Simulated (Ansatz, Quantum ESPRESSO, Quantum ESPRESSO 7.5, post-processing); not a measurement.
## germanene, 2 layers, AB stacking: capacitance across a vacuum gap

Wanted: the capacitance of germanene, 2 layers, AB stacking by the effective screening medium.

Main program and level: Quantum ESPRESSO 7.5; plane-wave DFT, LDA, GBRV ultrasoft pseudopotentials (geometry by Ansatz 0.2.0 with PAW datasets; geometry under PBE-D3(BJ)).

### Step 1. The structure

The cell holds 4 atoms: 4 Ge. Cell: a = 4.060 Å, b = 4.060 Å, c = 20.680 Å, α = 90.0°, β = 90.0°, γ = 120.0°. It derives from Ge. Vacuum lies along c.

This sheet is a model structure: its symmetry is held, and its stability is not tested here.

### Step 2. Geometry from Ansatz

A relaxation in Ansatz fixes the structure of this slab for the runs on it.

The input, input.yaml:

```yaml
crystal:
  lattice:
    - [4.06, 0.0, 0.0]
    - [-2.03, 3.5160631394, 0.0]
    - [0.0, 0.0, 20.68]
  atoms:
    - { symbol: Ge, position: [0.6666666667, 0.3333333333, 0.3868471954] }
    - { symbol: Ge, position: [0.3333333333, 0.6666666667, 0.420212766] }
    - { symbol: Ge, position: [0.0, 0.0, 0.579787234] }
    - { symbol: Ge, position: [0.6666666667, 0.3333333333, 0.6131528046] }
kpoints:
  mp_grid: { grid: [12, 12, 1] }
hamiltonian:
  xc: pbe
  dispersion: d3bj
scf:
  occupations: { method: fermi_dirac, width: 0.05 }
  convergence: { dr2_threshold: 1.0e-08 }
efield:
  axis: 3
  dipole_correction: true
  ramp_position: 0.97
  ramp_width: 0.04
relax:
  f_tol: 0.01
  cell: { fix: [c, alpha, beta] }
output:
  write_potential: true
  write_density: true
  volumetric_format: npy
```

Run with:

```bash
$ ansatz run input.yaml --threads 4 --pin off --max-ram 8192MiB --backend cpu --events-out ev --progress --plain --runs-dir out
```

Then come: self-consistent run: charge -0.0428 e; self-consistent run: charge -0.0214 e; SCF with pw.x; SCF with pw.x: charge 0.0214 e; SCF with pw.x: charge 0.0428 e; ground state: charge 0.0857 e; potential against charge, and the capacitance; SCF with pw.x: between two electrodes with a field of 0.004 Ry/bohr; ground state, with smearing = mv, degauss = 0.03 and conv_thr = 1e-05; by hand. Settings of the main run: cutoff 40 Ry, smearing, fd smearing, smearing width 0.004 Ry, assume isolated esm, esm bc bc3, tot charge 0 e, SCF threshold 1.00e-8 Ry, startingpot file, gbrv-lda-1.5 potentials, 18×18×1 k-mesh, charge 0 e a cell, electrode gap 5 Å.

Before running: what should come out for the mean capacitance and top atoms to the electrode?

Across 5.2 Å of vacuum the capacitance comes to 2.19 μF/cm² (LDA, GBRV ultrasoft). The effective gap is 1.16 Å shorter than the distance from the top atoms, because the added charge sits in front of them, which here outweighs the slab's own density of states in series. The far face's work function moves by 0.17 eV over the series, the shift of the Fermi level through the slab's own bands.

| Quantity | Value |
| --- | --- |
| mean capacitance | 2.19 μF/cm² |
| effective gap ε₀/C | 4.04 Å |
| top atoms to the electrode | 5.20 Å |
| work function of the neutral slab (potential of zero charge against vacuum) | 4.79 eV |

The differential capacitance goes from 2.28 µF/cm² on the electron side to 2.17 µF/cm² on the hole side. The ions are fixed at the PBE-D3(BJ) geometry, so no force or energy of the charged cells enters. The mesh and the smearing resolve small carrier pockets only roughly.

[Logs are printed without paths, hosts, clocks, repeated set-up lines and the standing remarks that a program may print on its own settings, such as how far it seeks lower states.]

[Hosts, paths, dates, database ids (printed as entryN), source tags and the programs' standing remarks are cut or masked in the printed files.]

[Maps of the electrostatic potential energy from Ansatz leave out the sawtooth potential of an applied field or a dipole correction, so their vacuum need not be flat; planar profiles and work functions include it.]
